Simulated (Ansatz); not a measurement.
## TaN (P-6m2): modes against biaxial strain in the (0001) plane, that of a and b

Aim: how do the optical modes of TaN (P-6m2) shift and split under this strain?

Program: Ansatz 0.2.0. Level of theory: DFT PBEsol, scalar-relativistic, plane waves, PAW; PAW set soft_1. Results are calculated unless marked as measured.

## Step 1: The starting structure

Symmetry: P-6m2, No. 187, hexagonal system. The conventional cell has a = 2.938 Å, b = 2.938 Å, c = 2.883 Å, α = 90.00°, β = 90.00°, γ = 120.00°. Nearest to N lie 6 Ta at 2.23 Å. Ta has 6 N at 2.23 Å nearest. Farther neighbours and most contacts between anions are not listed.

Coordinates:

```cif
data_structure
_symmetry_space_group_name_H-M 'P-6m2'
_symmetry_Int_Tables_number 187
_cell_length_a 2.9380
_cell_length_b 2.9380
_cell_length_c 2.8830
_cell_angle_alpha 90.000
_cell_angle_beta 90.000
_cell_angle_gamma 120.000
_cell_volume 21.55
loop_
_atom_site_label
_atom_site_type_symbol
_atom_site_symmetry_multiplicity
_atom_site_Wyckoff_symbol
_atom_site_fract_x
_atom_site_fract_y
_atom_site_fract_z
_atom_site_occupancy
N1 N 1 e 0.66667 0.33333 0.00000 1
Ta1 Ta 1 b 0.00000 0.00000 0.50000 1
```

## Step 2: Relaxation

Harmonic phonons are second derivatives at a point where the forces vanish, and they are wanted at zero stress, so atoms and cell are relaxed first.

Contents of input.yaml:

```yaml
crystal:
  lattice:
    - [2.938, 0.0, 0.0]
    - [-1.469, 2.5443826363, 0.0]
    - [0.0, 0.0, 2.883]
  atoms:
    - { symbol: "N", position: [0.66666667, 0.33333333, 0.0] }
    - { symbol: Ta, position: [0.0, 0.0, 0.5] }
kpoints:
  mp_grid: { grid: [18, 18, 14] }
hamiltonian:
  xc: pbesol
  pseudopotentials: { kind: paw, azcp: { folder: soft_1 }, xc_functional: pbe }
scf:
  occupations: { method: gaussian, width: 0.1 }
output:
  forces: true
  stress: true
  eigenvalues: true
relax:
  adjacent_minimum: "off"
  f_tol: 0.005
  max_steps: 80
  cell: { stress_tol: 0.05 }
```

Started as:

```
$ ansatz run input.yaml --threads 4 --pin off --max-ram 10240MiB --backend cpu --events-out ev --progress --plain --runs-dir out
```

Numbers of over 12 decimals in the logs are rounded to 6 here.

What it wrote:

```text
Engine: ansatz 0.2.0, x86_64-unknown-linux-gnu
Pseudopotentials: kind: paw
Pseudopotential: N, paw, valence charge 5, recommended cutoff 420 eV (normal), soft_1/N.paw.azcp
Pseudopotential: Ta, paw, valence charge 13, recommended cutoff 420 eV (normal), soft_1/Ta.paw.azcp
Functional definition: PBEsol
  exchange = pbesol_x
  correlation = pbesol_c
Crystal: 2 atoms, lattice volume = 21.552 Å³
Basis set: ecut = 420 eV, 405 PW (Γ), exchange–correlation on 40×40×40 points (8 copies of the dense FFT grid, shifted against one another)
Bands: 13, of which v1, the nominal top of the filled ones, is band 9 counted from 1 (8 counted from 0)
Symmetry: 12 space group operations
Space group: P-6m2 (ITA 187), of the structure as read, at distance tolerance 2.8e-5 Å
k-points: 296 of 4536 (time reversal used)
Non-local potential: N, projectors of the file, l = 0: 2, l = 1: 2, l = 2: 1
Non-local potential: Ta, projectors of the file, l = 0: 3, l = 1: 2, l = 2: 2, l = 3: 1
PAW form: soft (Blöchl's): semilocal exchange-correlation on the pseudo side does not see the compensation charge
PAW frozen core: N, regenerated for the run's functional, and the local potential with it (the file was generated under x = pbe(κ = 0.804, μ = 0.219515), c = pbe(β = 0.066725))
PAW frozen core: Ta, regenerated for the run's functional, and the local potential with it (the file was generated under x = pbe(κ = 0.804, μ = 0.219515), c = pbe(β = 0.066725))
PAW one-centre angular grid: N, 110 points (default); XC on 64 Gauss nodes
PAW one-centre angular grid: Ta, 590 points (default); XC on 64 Gauss nodes
Initial density: superposition of atomic densities (chi_scale 0.1, normalization cell, long waves kept (reshape's long-wave potential 0.00 eV rms))
Initial wavefunctions: pseudopotential atomic-orbital guess
Functional: x = pbesol(κ = 0.804, μ = 0.123457), c = pbesol(β = 0.046)
SCF iter   1: F=—  HF=-10188.575588 eV  |F-HF|=—  |Δ(HF+E_count)|=         —  Δρ=4.82e-2  dr2=2.73e-1  ethr=3.10e-3  ⟨swp⟩=5.1  Hψ=18417  notcnv=0
preconditioner: auto → none  [metal: Δε(μ)=0.057 eV  Ē_g=11.147 eV  σ=0.100 eV  W_gap=0.31  n_scr=8 (ndim 8)  ℏωp=25.3 eV  f_vac=0.000  D(μ)=0.05/eV (n_scr^D=0)  sad-step TF]
SCF iter   2: F=—  HF=-10188.568347 eV  |F-HF|=—  |Δ(HF+E_count)|=   7.24e-3  Δρ=3.02e-2  dr2=1.19e-1  ethr=1.52e-3  ⟨swp⟩=1.0  Hψ=6216  notcnv=0
SCF iter   3: F=—  HF=-10188.555351 eV  |F-HF|=—  |Δ(HF+E_count)|=   1.30e-2  Δρ=1.70e-3  dr2=2.78e-4  ethr=6.59e-4  ⟨swp⟩=2.9  Hψ=6429  notcnv=0
SCF iter   4: F=—  HF=-10188.555428 eV  |F-HF|=—  |Δ(HF+E_count)|=   7.73e-5  Δρ=4.20e-4  dr2=3.04e-5  ethr=1.54e-6  ⟨swp⟩=2.6  Hψ=6379  notcnv=0
SCF iter   5: F=—  HF=-10188.555433 eV  |F-HF|=—  |Δ(HF+E_count)|=   4.48e-6  Δρ=4.78e-5  dr2=3.11e-7  ethr=1.69e-7  ⟨swp⟩=2.0  Hψ=5103  notcnv=0
SCF iter   6: F=-10188.555433 eV  HF=-10188.555433 eV  |F-HF|=2.67e-10  |Δ(HF+E_count)|=   1.24e-8  Δρ=9.17e-6  dr2=5.21e-9  ethr=5.56e-10  ⟨swp⟩=5.9  Hψ=18047  notcnv=0
SCF 1 converged in 6 iterations: F = -10188.555433 eV  dr2 = 5.21e-9
  greatest PAW one-centre occupation: 0.999 electrons in one spin orbital (limit 2), on the Ta atom at site 1 (counted from 0), in its partial waves of l = 0
relax step   1: F+E_penalty+E_count = -10188.55543255 eV  Δ(F+E_penalty+E_count) = +0.000e0 eV  max|allowed force component| = 1.110e-16 eV/Å  Δτ_max = 0.0000 Å  P = -4.926 GPa  Ω = 21.552 Å³  (6 SCF iters, dr2 threshold 1.00e-7 eV, accepted)
Crystal: 2 atoms, lattice volume = 21.066 Å³
Initial density: handed on by an earlier stage of this run
Initial wavefunctions: those handed on with the density
iter 1 solved again at ethr=9.39e-6 eV; its pass at ethr=3.10e-3 eV (dr2=1.69e-3 eV) is discarded
SCF iter   1: F=—  HF=-10188.558523 eV  |F-HF|=—  |Δ(HF+E_count)|=         —  Δρ=3.00e-3  dr2=1.63e-3  ethr=9.39e-6  ⟨swp⟩=2.1  Hψ=25159  notcnv=0
preconditioner: auto → none  [metal: Δε(μ)=0.069 eV  Ē_g=11.267 eV  σ=0.100 eV  W_gap=0.37  n_scr=8 (ndim 8)  ℏωp=25.6 eV  f_vac=0.000  D(μ)=0.05/eV (n_scr^D=0)]
SCF iter   2: F=—  HF=-10188.558049 eV  |F-HF|=—  |Δ(HF+E_count)|=   4.75e-4  Δρ=8.56e-4  dr2=1.26e-4  ethr=9.07e-6  ⟨swp⟩=2.2  Hψ=4993  notcnv=0
SCF iter   3: F=—  HF=-10188.558027 eV  |F-HF|=—  |Δ(HF+E_count)|=   2.19e-5  Δρ=1.78e-4  dr2=3.49e-6  ethr=6.99e-7  ⟨swp⟩=2.1  Hψ=4889  notcnv=0
iter 4 did not close the SCF: its close was put off for the readings that it lacked (scf_convergence_deferred on its scf_iter line)
SCF iter   4: F=-10188.558027 eV  HF=-10188.558027 eV  |F-HF|=2.58e-8  |Δ(HF+E_count)|=   1.76e-7  Δρ=1.79e-5  dr2=4.58e-8  ethr=1.94e-8  ⟨swp⟩=1.7  Hψ=4470  notcnv=0
iter 5 did not close the SCF: its close was put off for the readings that it lacked (scf_convergence_deferred on its scf_iter line)
SCF iter   5: F=-10188.558027 eV  HF=-10188.558027 eV  |F-HF|=8.20e-10  |Δ(HF+E_count)|=   1.75e-8  Δρ=2.77e-6  dr2=1.39e-9  ethr=2.55e-10  ⟨swp⟩=2.5  Hψ=6250  notcnv=0
SCF iter   6: F=-10188.558027 eV  HF=-10188.558027 eV  |F-HF|=3.27e-11  |Δ(HF+E_count)|=  3.06e-10  Δρ=4.83e-7  dr2=3.81e-11  ethr=7.72e-12  ⟨swp⟩=1.5  Hψ=10691  notcnv=0
SCF 2 converged in 6 iterations: F = -10188.558027 eV  dr2 = 3.81e-11
relax step   2: F+E_penalty+E_count = -10188.55802719 eV  Δ(F+E_penalty+E_count) = -2.595e-3 eV  max|allowed force component| = 2.220e-16 eV/Å  Δτ_max = 0.0000 Å  P = +3.148 GPa  Ω = 21.066 Å³  energy of the carried Pulay correction = +8.492e-4 eV  (6 SCF iters, dr2 threshold 2.00e-7 eV, accepted)
Crystal: 2 atoms, lattice volume = 21.250 Å³
iter 1 solved again at ethr=2.25e-6 eV; its pass at ethr=3.10e-3 eV (dr2=4.04e-4 eV) is discarded
SCF iter   1: F=—  HF=-10188.560662 eV  |F-HF|=—  |Δ(HF+E_count)|=         —  Δρ=1.50e-3  dr2=4.34e-4  ethr=2.25e-6  ⟨swp⟩=2.0  Hψ=24445  notcnv=0
preconditioner: auto → none  [metal: Δε(μ)=0.074 eV  Ē_g=11.189 eV  σ=0.100 eV  W_gap=0.40  n_scr=8 (ndim 8)  ℏωp=25.5 eV  f_vac=0.000  D(μ)=0.05/eV (n_scr^D=0)]
SCF iter   2: F=—  HF=-10188.560515 eV  |F-HF|=—  |Δ(HF+E_count)|=   1.47e-4  Δρ=4.64e-4  dr2=3.05e-5  ethr=2.25e-6  ⟨swp⟩=2.5  Hψ=5509  notcnv=0
SCF iter   3: F=—  HF=-10188.560514 eV  |F-HF|=—  |Δ(HF+E_count)|=   9.88e-7  Δρ=9.93e-5  dr2=7.60e-7  ethr=1.69e-7  ⟨swp⟩=2.4  Hψ=5339  notcnv=0
iter 4 did not close the SCF: its close was put off for the readings that it lacked (scf_convergence_deferred on its scf_iter line)
SCF iter   4: F=-10188.560514 eV  HF=-10188.560514 eV  |F-HF|=2.03e-9  |Δ(HF+E_count)|=   9.07e-8  Δρ=6.23e-6  dr2=4.54e-9  ethr=4.22e-9  ⟨swp⟩=1.2  Hψ=4014  notcnv=0
iter 5 did not close the SCF: its close was put off for the readings that it lacked (scf_convergence_deferred on its scf_iter line)
SCF iter   5: F=-10188.560514 eV  HF=-10188.560514 eV  |F-HF|=1.26e-10  |Δ(HF+E_count)|=   1.66e-9  Δρ=1.04e-6  dr2=1.82e-10  ethr=2.52e-11  ⟨swp⟩=2.0  Hψ=6120  notcnv=0
SCF iter   6: F=-10188.560514 eV  HF=-10188.560514 eV  |F-HF|=5.46e-12  |Δ(HF+E_count)|=  3.64e-11  Δρ=1.64e-7  dr2=2.15e-12  ethr=1.01e-12  ⟨swp⟩=1.0  Hψ=10157  notcnv=0
SCF 3 converged in 6 iterations: F = -10188.560514 eV  dr2 = 2.15e-12
relax step   3: F+E_penalty+E_count = -10188.56051384 eV  Δ(F+E_penalty+E_count) = -2.487e-3 eV  max|allowed force component| = 1.295e-16 eV/Å  Δτ_max = 0.0000 Å  P = +0.110 GPa  Ω = 21.250 Å³  energy of the carried Pulay correction = +5.229e-4 eV  (6 SCF iters, dr2 threshold 2.00e-7 eV, accepted)
[...]
relax step   4: F+E_penalty+E_count = -10188.56056880 eV  Δ(F+E_penalty+E_count) = -5.497e-5 eV  max|allowed force component| = 2.035e-16 eV/Å  Δτ_max = 0.0000 Å  P = -0.007 GPa  Ω = 21.255 Å³  energy of the carried Pulay correction = +5.157e-4 eV  (6 SCF iters, dr2 threshold 2.00e-7 eV, accepted)
Initial wavefunctions: pseudopotential atomic-orbital guess (no wavefunctions were taken with the density)
iter 1 solved again at ethr=4.38e-8 eV; its pass at ethr=3.10e-3 eV (dr2=7.88e-6 eV) is discarded
SCF iter   1: F=—  HF=-10188.560081 eV  |F-HF|=—  |Δ(HF+E_count)|=         —  Δρ=5.85e-5  dr2=1.04e-7  ethr=4.38e-8  ⟨swp⟩=3.2  Hψ=29846  notcnv=0
SCF iter   2: F=—  HF=-10188.560088 eV  |F-HF|=—  |Δ(HF+E_count)|=   7.57e-6  Δρ=2.79e-5  dr2=1.86e-8  ethr=5.78e-10  ⟨swp⟩=2.3  Hψ=5647  notcnv=0
SCF iter   3: F=—  HF=-10188.560088 eV  |F-HF|=—  |Δ(HF+E_count)|=   2.94e-8  Δρ=3.14e-6  dr2=2.35e-10  ethr=1.04e-10  ⟨swp⟩=2.1  Hψ=5307  notcnv=0
iter 4 did not close the SCF: its close was put off for the readings that it lacked (scf_convergence_deferred on its scf_iter line)
SCF iter   4: F=-10188.560088 eV  HF=-10188.560088 eV  |F-HF|=3.64e-12  |Δ(HF+E_count)|=  5.20e-10  Δρ=2.13e-7  dr2=3.32e-12  ethr=1.30e-12  ⟨swp⟩=2.1  Hψ=5729  notcnv=0
iter 5 did not close the SCF: its close was put off for the readings that it lacked (scf_convergence_deferred on its scf_iter line)
SCF iter   5: F=-10188.560088 eV  HF=-10188.560088 eV  |F-HF|=3.64e-12  |Δ(HF+E_count)|=    0.00e0  Δρ=4.07e-8  dr2=1.65e-13  ethr=1.00e-12  ⟨swp⟩=1.0  Hψ=3848  notcnv=0
iter 6 did not close the SCF: its close was put off for the readings that it lacked (scf_convergence_deferred on its scf_iter line)
SCF iter   6: F=-10188.560088 eV  HF=-10188.560088 eV  |F-HF|=9.09e-12  |Δ(HF+E_count)|=  5.46e-12  Δρ=3.79e-9  dr2=3.42e-15  ethr=1.00e-12  ⟨swp⟩=1.0  Hψ=3848  notcnv=0
iter 7 did not close the SCF: its close was put off for the readings that it lacked (scf_convergence_deferred on its scf_iter line)
SCF iter   7: F=-10188.560088 eV  HF=-10188.560088 eV  |F-HF|=7.28e-12  |Δ(HF+E_count)|=  1.27e-11  Δρ=8.81e-10  dr2=7.50e-17  ethr=1.00e-12  ⟨swp⟩=1.0  Hψ=3848  notcnv=0
SCF iter   8: F=-10188.560088 eV  HF=-10188.560088 eV  |F-HF|=1.82e-12  |Δ(HF+E_count)|=  7.28e-12  Δρ=2.62e-10  dr2=1.22e-17  ethr=1.00e-12  ⟨swp⟩=2.0  Hψ=10569  notcnv=0
SCF 5 converged in 8 iterations: F = -10188.560088 eV  dr2 = 1.22e-17
relax step   5: F+E_penalty+E_count = -10188.56008843 eV  Δ(F+E_penalty+E_count) = +4.804e-4 eV  max|allowed force component| = 1.665e-16 eV/Å  Δτ_max = 0.0000 Å  P = -0.043 GPa  Ω = 21.255 Å³  stress off target by 4.32e-2 GPa  SCF on the basis re-selected at this cell (its energy is not comparable with the rows above)  (8 SCF iters)
basis re-selected at this cell: Δ(F+E_penalty+E_count) = +4.804e-4 eV, ΔP = -0.036 GPa vs the last step (what re-selecting the basis moved, of the pressure what is left beyond the Pulay correction that the steps carried, after the strain that the cell walked since its last selection, with what the two solves' SCF thresholds leave and, on support functions, any second-order correction that the steps lacked; it is no m [...]
SCF converged after 8 iterations
Free energy (F): -10188.560088 eV
Harris-Foulkes:  -10188.560088 eV  (|F-HF|=1.82e-12)
Internal energy: -10188.559839 eV  (E = F + TS)
E sigma→0 (E₀):  -10188.559963 eV
Entropy (-TS):   -0.000250 eV (-0.125 meV/atom)
Fermi energy:    20.254309 eV
--- Per-component energies (eV) ---
  E_band       = -51.070922
  E_kinetic    = 523.833113
  E_local      = -581.262107  (includes V_loc(G=0)·N_el)
  E_nonlocal   = 26.418140
  E_hartree    = 207.822234
  E_xc         = -379.200911
  E_vxc        = -310.430174  (∫ρ·V_xc dr)
  E_paw        = -8304.610612  (= ΣΔE_a)
  E_vpaw       = -125.275272  (= ΣTr[D̂ρ^β])
  E_aug_tail   = 0.000910  (compensation charges beyond the density's cutoff)
  E_ewald      = -1681.802418
  E_core_change = 0.241812  (= ΣΔE_core)
  E_smearing   = -0.000250  (= −TS)
  E_closure    = 0.000000  (closes the sum)
  Σ components = -10188.560088   (vs F -10188.560088, Δ=0.00e0)
--- Forces (eV/Å), atoms counted from 1 ---
  atom   1  N      0.00000000     0.00000000     0.00000000
  atom   2  Ta    -0.00000000     0.00000000     0.00000000
  max |Σ_I F_I| component: 7.03e-16 eV/Å
--- Stress (GPa, compression-positive) ---
       -0.043213       0.000000      -0.000000
       -0.000000      -0.043213      -0.000000
       -0.000000      -0.000000      -0.042363
  P = ⅓ Tr σ = -0.0429 GPa (-0.429 kbar)
--- Band table (eV; the first three rows and the last of 296) ---
  k-point 0: bands = [... 5 lower, 15.6496, 15.6496, 15.9908, 17.3308, 22.5672, 23.9264, 23.9264, 24.3491]
  k-point 1: bands = [... 5 lower, 15.5908, 15.6924, 15.6924, 17.6639, 22.7539, 23.1826, 23.1826, 24.9012]
  k-point 2: bands = [... 5 lower, 14.7451, 15.8135, 15.8135, 18.3883, 22.2484, 22.2484, 23.2468, 25.2542]
  k-point 295: bands = [... 5 lower, 11.9035, 13.6598, 16.3769, 19.9269, 24.8619, 25.4312, 27.1414, 27.9792]
--- Relaxed structure (4 steps of the walk, 4 accepted, 1 SCFs on fresh bases) ---
  F+E_penalty+E_count = -10188.56008843 eV   max|allowed force component| = 1.665e-16 eV/Å   (the final SCF, on the basis selected at the relaxed cell)
  cell:  # Å, volume = 21.2547 Å³
    - [2.923993, 0.0, 0.0]
    - [-1.461997, 2.532252, 0.0]
    - [0.0, 0.0, 2.870589]
  atoms:
    - { symbol: N, position: [0.666667, 0.333333, 0.0] }
    - { symbol: Ta, position: [1.850371700815422e-17, -1.850371700815424e-17, 0.5] }
```

Elapsed: 24 s, on 4 threads of Intel Xeon at 2.50GHz (Skylake/Cascade Lake), shared host; peak memory 0.46 GiB; 86 s of CPU time.

Relaxation path:

```csv
step,energy less that of the first step (eV),largest force component (eV/Å),pressure (GPa),volume (Å³)
1,0.0000,0.0000,-4.93,21.55
2,-0.0026,0.0000,3.15,21.07
3,-0.0051,0.0000,0.11,21.25
4,-0.0051,0.0000,-0.01,21.25
5*,-0.0047,0.0000,-0.04,21.25
```

Relaxation steps marked * repeat the geometry before them on a plane-wave basis chosen anew for their cell, so energy and pressure can jump there.

Forces are held to the 12 operations that the run works with; a distortion that breaks them can't arise in this run.

```csv
"conventional cell, symmetrised",before,after,change
a (Å),2.938,2.924,-0.5 %
b (Å),2.938,2.924,-0.5 %
c (Å),2.883,2.871,-0.4 %
volume (Å³/atom),10.78,10.63,-1.4 %
```

The relaxed structure:

```
N Ta
1.0
     2.92399    0.00000    0.00000
    -1.46200    2.53225    0.00000
     0.00000    0.00000    2.87059
N Ta
1 1
Direct
  0.66667 0.33333 0.00000
  0.00000 0.00000 0.50000
```

Numbers from this step:

```yaml
pressure: -0.04293 GPa
volume_per_atom: 10.63 Å³
gap_on_the_k_mesh: 0 eV
```

In this step the volume went from 10.78 to 10.63 Å³/atom.

## Step 3: Tight relaxation

Phonons need small forces and stress, so the relaxation is finished with tight tolerances on 18×18×16 k points.

input.yaml, the sections that differ from step 2:

```yaml
crystal:
  lattice:
    - [2.9239930434, 0.0, 0.0]
    - [-1.4619965217, 2.5322522561, 0.0]
    - [0.0, 0.0, 2.8705888219]
  atoms:
    - { symbol: "N", position: [0.6666666667, 0.3333333333, 0.0] }
    - { symbol: Ta, position: [0.0, 0.0, 0.5] }
kpoints:
  mp_grid: { grid: [18, 18, 16] }
scf:
  occupations: { method: methfessel_paxton, width: 0.2 }
relax:
  adjacent_minimum: "off"
  f_tol: 0.001
  max_steps: 60
  cell: { stress_tol: 0.01 }
# hamiltonian, output: as in step 2
```

What it wrote:

```text
[...]
Crystal: 2 atoms, lattice volume = 21.255 Å³
Basis set: ecut = 420 eV, 405 PW (Γ), exchange–correlation on 40×40×40 points (8 copies of the dense FFT grid, shifted against one another)
Bands: 13, of which v1, the nominal top of the filled ones, is band 9 counted from 1 (8 counted from 0)
Symmetry: 12 space group operations
[...]
k-points: 333 of 5184 (time reversal used)
[...]
k-point 332: bands = [... 5 lower, 11.9052, 13.6619, 16.3793, 19.9289, 24.8653, 25.4341, 27.1441, 27.9824]
--- Relaxed structure (3 steps of the walk, 2 accepted, 1 SCFs on fresh bases) ---
[...]
cell:  # Å, volume = 21.2524 Å³
    - [2.923831, 0, 0.0]
    - [-1.461916, 2.532112, 0.0]
    - [0.0, 0.0, 2.870607]
  atoms:
    - { symbol: N, position: [0.666667, 0.333333, 0.0] }
    - { symbol: Ta, position: [-3.7007434155248937e-17, 0, 0.5] }
[key lines of the parts left out:]
SCF converged after 4 iterations
Free energy (F): -10188.559898 eV
Fermi energy:    20.235641 eV
P = ⅓ Tr σ = -0.0032 GPa (-0.032 kbar)
```

Run time: 21 s. Hardware: 4 threads; peak memory 0.47 GiB.

Little changed from the start: no atom moved by 0.005 Å and no cell edge by 0.1 %.

This step gave:

```yaml
pressure: -0.003181 GPa
```

The forces vanish by symmetry and the pressure is -0.003 GPa, within the tolerances set. The cell now holds 10.63 Å³/atom.

(Continued in part 2 of 2.)

[Logs are printed without paths, hosts, clocks, repeated set-up lines and the standing remarks that a program may print on its own settings, such as how far it seeks lower states.]

[Hosts, paths, dates, database ids (printed as entryN), source tags and the programs' standing remarks are cut or masked in the printed files.]
